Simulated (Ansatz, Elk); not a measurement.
# Dielectric function and optical constants of KTlSO (model structure)

Aim: the dielectric function of KTlSO (model structure), and the optical constants that follow from it. The cell was made here by substitution or stacking, whether or not such a phase is known. It was built so: 1 of the 2 O atoms of the cell replaced by S in the R-3m structure of KTlO2. The cell is first relaxed with Ansatz.

Program: Elk 11.2.3 (patched build). Level of theory: DFT, PBE, all-electron APW+lo, Dirac cores, scalar-relativistic bands, independent-particle optical response without local fields. Values are calculated unless marked as measured.

The raw output is cut from this account; settings, times and results stay.

### Step 1. The structure

It takes space group R3m (No. 160, trigonal). The conventional cell has a = 3.706 Å, b = 3.706 Å, c = 19.645 Å, α = 90.00°, β = 90.00°, γ = 120.00°. Nearest to Tl lie 3 S at 2.50 Å and 3 O at 2.50 Å. Nearest to K lie 3 O at 2.92 Å and 3 S at 2.92 Å. S has 3 Tl at 2.50 Å and 3 K at 2.92 Å nearest. Nearest to O lie 3 Tl at 2.50 Å and 3 K at 2.92 Å. Farther neighbours, and contacts between anions beyond the nearest, are not listed.

### Step 2. Relaxation

Spectra hang on bond lengths, so the cell is first brought to its minimum.

This step: DFT, PBE, plane-wave PAW, default files, scalar-relativistic, relaxation (Ansatz 0.2.0).

input.yaml reads:

```yaml
crystal:
  lattice:
    - [1.8530316297, 1.0698483102, 6.5484663]
    - [-1.8530316297, 1.0698483102, 6.5484663]
    - [0.0, -2.1396966204, 6.5484663]
  atoms:
    - { symbol: Tl, position: [0.0, 0.0, 0.0] }
    - { symbol: K, position: [0.5, 0.5, 0.5] }
    - { symbol: S, position: [0.26791574, 0.26791574, 0.26791574] }
    - { symbol: O, position: [0.73208426, 0.73208426, 0.73208426] }
kpoints:
  mp_grid: { grid: [7, 7, 7] }
scf:
  occupations: { method: fermi_dirac, width: 0.05 }
hamiltonian:
  xc: pbe
output:
  forces: true
  stress: true
relax:
  f_tol: 0.02
  max_steps: 50
  cell: {}
```

Launch:

```sh
ansatz run input.yaml --threads 4 --pin off --max-ram 8192MiB --backend cpu --events-out ev --progress --plain --runs-dir out
```

It took 15 s on 4 threads of Arm Neoverse V2, shared host; peak memory 0.47 GiB.

Step by step:

```
step  energy less that of the first step (eV)  largest force component (eV/Å)  pressure (GPa)  volume (Å³)
   1                                   0.0000                          3.0601            8.32        77.89
   2                                  -0.5749                          0.3583            2.23        81.17
   3                                  -0.6100                          0.2701            0.52        83.54
   4                                  -0.6197                          0.0658           -0.13        84.26
   5                                  -0.6214                          0.0170            0.04        84.09
   6                                  -0.6214                          0.0029            0.01        84.13
  7*                                  -0.6314                          0.0027            0.17        84.13
   8                                  -0.6313                          0.0053            0.03        84.41
   9                                  -0.6313                          0.0003            0.00        84.45
 10*                                  -0.6316                          0.0002            0.00        84.45
```

Relaxation steps marked * repeat the geometry before them on a plane-wave basis chosen anew for their cell, so energy and pressure can jump there.

Forces are held to the 6 operations that the program found; a distortion that breaks them can't arise in this run.

```
conventional cell, symmetrised  before   after  change
                         a (Å)   3.706   3.787  +2.2 %
                         b (Å)   3.706   3.787  +2.2 %
                         c (Å)  19.645  20.398  +3.8 %
              volume (Å³/atom)   19.47   21.11  +8.4 %
```

The atoms that moved most (Å, as changes of fractional coordinates times the final cell):

```
atom     dx     dy      dz  length
  K2  0.000  0.000  -0.292   0.292
 Tl1  0.000  0.000   0.206   0.206
  O4  0.000  0.000   0.072   0.072
  S3  0.000  0.000   0.013   0.013
```

Final coordinates:

```cif
data_structure
_symmetry_space_group_name_H-M 'P 1'
_symmetry_Int_Tables_number 1
_cell_length_a 7.1424
_cell_length_b 7.1424
_cell_length_c 7.1424
_cell_angle_alpha 30.747
_cell_angle_beta 30.747
_cell_angle_gamma 30.747
_cell_volume 84.45
loop_
_atom_site_label
_atom_site_type_symbol
_atom_site_fract_x
_atom_site_fract_y
_atom_site_fract_z
_atom_site_occupancy
Tl1 Tl 0.01011 0.01011 0.01011 1
K2 K 0.48569 0.48569 0.48569 1
S3 S 0.26856 0.26856 0.26856 1
O4 O 0.73563 0.73563 0.73563 1
```

The relaxation ends with a largest force component of 2.3e-4 eV/Å and a pressure of 0.00 GPa.

### Step 3. Ground state

The self-consistent density comes first; it also tells whether there is a gap, which decides the occupations and the need for a Drude term.

This step: DFT, PBE, all-electron APW+lo, Dirac cores, scalar-relativistic bands, ground state (Elk 11.2.3 (patched build)).

elk.in reads:

```
tasks
  0
  120

xctype
  20

nempty
  14

lorbcnd
  .true.

rgkmax
  7.0

swidth
  0.0018375

maxscl
  100

epsengy
  1e-05

sppath
  './'

avec
  3.578234399536 2.065894593827 12.849173543763
  -3.578234399536 2.065894593827 12.849173543763
  0.000000000000 -4.131789187560 12.849173543779

atoms
  4
  'Tl.in'
  1
  0.010110965700 0.010110965700 0.010110965700   0.000 0.000 0.000
  'K.in'
  1
  0.485694361500 0.485694361500 0.485694361500   0.000 0.000 0.000
  'S.in'
  1
  0.268563709400 0.268563709400 0.268563709400   0.000 0.000 0.000
  'O.in'
  1
  0.735630963300 0.735630963300 0.735630963300   0.000 0.000 0.000

ngridk
  10 10 10
```

Launch:

```sh
OMP_NUM_THREADS=4 elk
```

Elapsed: 3.5 min, on 4 threads; peak memory 0.4 GiB.

Read-outs:

- total energy: -21365 Ha
- Fermi energy: 3.550 eV
- DOS at the Fermi level: 0.03855 states/eV/cell

There are states at the Fermi level within the smearing, so the occupations stay smeared and the carriers get a Drude term.

### Step 4. Independent particles

The spectrum is a sum over vertical transitions between filled and empty bands at the fixed density, so many empty bands are needed.

This step: DFT, PBE, all-electron APW+lo, Dirac cores, scalar-relativistic bands, independent-particle optical response without local fields (Elk 11.2.3 (patched build)).

elk.in: that of step 3 with these lines changed.

```diff
@@ -1,4 +1,10 @@
 tasks
-  0
-  120
+  121
+
+optcomp
+  1 1
+  3 3
+
+intraband
+  .true.
 
@@ -17,9 +23,7 @@
 swidth
-  0.0018375
+  0.0055124
 
-maxscl
-  100
-
-epsengy
-  1e-05
+wplot
+  400 100 0
+  0.0 0.80849
```

Launch:

```sh
OMP_NUM_THREADS=4 elk
```

Run time: 8.7 s. Hardware: 4 threads; peak memory 0.07 GiB; 35 s of CPU time.

Read-outs:

- Drude plasma energy, first axis: 0.7393 eV

The Im ε has structure finer than the step of the table below, so its rows give means over 1 eV. Peaks (eV: height): E ∥ x 3.6: 7.72, 4.9: 8.59; E ∥ z 2.6: 4.18, 3.4: 5.20, 4.8: 4.12, 6.5: 7.07, 8.0: 6.96.

Sum at mesh points, not converged in k. The Im ε by photon energy; means over each step:

```
photon energy (eV)  E ∥ x  E ∥ z
                 1   1.41  0.588
                 2   2.95   2.36
                 3   5.30   4.01
                 4   6.56   3.56
                 5   6.98   3.34
                 6   3.99   5.10
                 7   3.52   5.30
                 8   3.07   5.40
                 9   2.13   1.97
                10   1.78   1.73
                11   1.68   1.67
                12   1.18   1.26
                13   1.03   1.11
                14  0.870  0.833
                15  0.730  0.919
                16  0.692  0.672
                17  0.758  0.642
                18   1.26  0.839
                19  0.853  0.829
                20  0.793  0.848
                21  0.781  0.732
```

Values under 1 per cm are given as 1; sum at mesh points, not converged in k. Table of absorption coefficient by photon energy:

```
photon energy (eV)  E ∥ x (1/cm)  E ∥ z (1/cm)
              0.99         25787          7601
              1.98         97549         68393
              3.03         2.8e5         2.0e5
              4.02         5.7e5         3.2e5
              5.01         9.8e5         4.2e5
              6.00         8.2e5         5.8e5
              6.99         8.6e5         9.4e5
              7.98         9.9e5         1.4e6
              9.02         9.8e5         1.1e6
             10.01         8.8e5         9.3e5
             11.00         9.8e5         1.1e6
             11.99         8.2e5         8.6e5
             12.98         8.2e5         9.4e5
             14.03         7.4e5         6.8e5
             15.02         6.1e5         7.9e5
             16.01         6.5e5         7.2e5
             17.00         5.5e5         5.4e5
             17.99         1.1e6         7.2e5
             18.98         8.9e5         7.5e5
             20.02         8.2e5         9.1e5
             21.01         8.4e5         6.9e5
```

The reflectivity at normal incidence has structure finer than the step of the table below, so its rows give means over 1 eV. Peaks (eV: height): E ∥ x 3.9: 31.5, 5.1: 37.3, 8.4: 25.6, 18.4: 10.7; E ∥ z 3.4: 25.0, 6.5: 31.2, 8.5: 48.8, 11.1: 21.5.

Sum at mesh points, not converged in k. Table of reflectivity at normal incidence by photon energy; means over each step:

```
photon energy (eV)  E ∥ x (%)  E ∥ z (%)
                 1       20.9       19.8
                 2       25.4       22.1
                 3       27.4       22.7
                 4       28.5       18.8
                 5       33.3       18.5
                 6       26.8       24.3
                 7       22.4       27.3
                 8       23.9       35.3
                 9       22.4       35.7
                10       15.6       17.1
                11       17.0       19.2
                12       13.5       13.3
                13       10.1       13.0
                14       7.89       7.45
                15       4.61       7.06
                16       3.46       5.16
                17       2.88       2.64
                18       7.80       3.91
                19       6.27       4.02
                20       4.36       4.42
                21       3.95       3.07
```

The loss function −Im 1/ε at q → 0 has structure finer than the step of the table below, so its rows give means over 0.5 eV. Peaks (eV: height): E ∥ x 14.14: 0.968, 18.59: 0.888; E ∥ z 9.46: 0.669, 11.61: 0.838, 13.48: 1.04, 15.51: 0.999, 20.52: 0.687.

Sum at mesh points, not converged in k. Loss function −Im 1/ε at q → 0 against energy loss; means over each step:

```
energy loss (eV)   E ∥ x   E ∥ z
             1.0  0.0277  0.0101
             1.5  0.0228  0.0285
             2.0  0.0359  0.0392
             2.5  0.0549  0.0666
             3.0  0.0658  0.0759
             3.5  0.0778   0.112
             4.0   0.121   0.142
             4.5   0.106   0.114
             5.0   0.131   0.137
             5.5   0.194   0.103
             6.0   0.257   0.112
             6.5   0.285   0.133
             7.0   0.270   0.185
             7.5   0.295   0.197
             8.0   0.319   0.151
             8.5   0.369   0.203
             9.0   0.476   0.410
             9.5   0.566   0.621
            10.0   0.544   0.574
            10.5   0.549   0.535
            11.0   0.577   0.576
            11.5   0.724   0.786
            12.0   0.822   0.734
            12.5   0.832   0.767
            13.0   0.861   0.856
            13.5   0.862    1.02
            14.0   0.935   0.910
            14.5   0.884   0.790
            15.0   0.730   0.738
            15.5   0.689   0.934
            16.0   0.673   0.886
            16.5   0.519   0.692
            17.0   0.416   0.537
            17.5   0.418   0.523
            18.0   0.491   0.537
            18.5   0.796   0.618
            19.0   0.770   0.557
            19.5   0.748   0.601
            20.0   0.649   0.621
            20.5   0.686   0.656
            21.0   0.622   0.494
            21.5   0.578   0.437
```

At chosen wavelengths:

```
wavelength (nm)   n x    k x  R (%) x   1/α x   n z    k z  R (%) z   1/α z
           1064  2.68  0.212     21.1  399 nm  2.66  0.144     20.7  587 nm
            800  2.86  0.287     23.7  222 nm  2.72  0.297     21.9  214 nm
            633  2.98  0.469     25.8  107 nm  2.64  0.341     21.0  148 nm
            532  2.92  0.691     26.3   61 nm  2.71  0.598     23.2   71 nm
            405  2.81  0.908     26.7   35 nm  2.56  0.673     22.0   48 nm
            248  2.07  1.939     37.2   10 nm  1.97  0.836     17.2   24 nm
            193  1.41  1.165     21.3   13 nm  2.35  1.494     30.1   10 nm
```

In reflection the computed colour is grey: x = 0.311, y = 0.333, luminous reflectivity 25 %.

### Step 5. What came out

```json
{"Drude plasma energy, first axis": "0.739 eV"}
```

**Reading.** At this level (PBE, independent particles) KTlSO is a semimetal or has a tiny gap, with few carriers whose number hangs on mesh and smearing, and a Drude plasma energy of 0.7 eV along x and 0.4 eV along z. The mesh is too coarse to trust the carriers' weight, the reflectivity or the colour to better than tens of per cent. The cell grew by 8.4 % in volume. Along x the bare Drude plasma energy is 0.7 eV; Re ε first rises through zero at 0.19 eV, far lower, because interband transitions screen the carriers. Im ε is 8.8 there, so the loss peak at that energy is weak. In reflection the computed colour is grey: x = 0.311, y = 0.333, luminous reflectivity 25 %. The carriers' damping of 0.15 eV is typed, not computed; at 0.8 eV the carriers give 9 % of Im ε, the rest is interband. Spin-orbit coupling is left out although heavy atoms are present. The sum runs over mesh points 0.19 Å⁻¹ apart with no interpolation, so peaks are partly noise of the mesh, and the Drude plasma energy, a sum over the Fermi surface, isn't converged. Not shown from this task: 1 step that ran out of time.

[Long decimals in the printed logs are rounded to 6 places.]

[Machine, clock and banner lines and Python warnings are left out of the logs.]

[Logs are printed without paths, hosts, clocks, repeated set-up lines and the standing remarks that a program may print on its own settings, such as how far it seeks lower states.]

[Hosts, paths, dates, database ids (printed as entryN), source tags and the programs' standing remarks are cut or masked in the printed files.]

[Where Elk ran, warnings of its patched build on accuracy (core leakage, angular cutoffs, spin-orbit splittings, empty states, lower magnetic states) are left out.]

[Where the starting crystal was built by hand or by swapping elements, it need not be the compound's stable phase.]

[The count of steps not shown may lack steps that the program refused or didn't finish.]
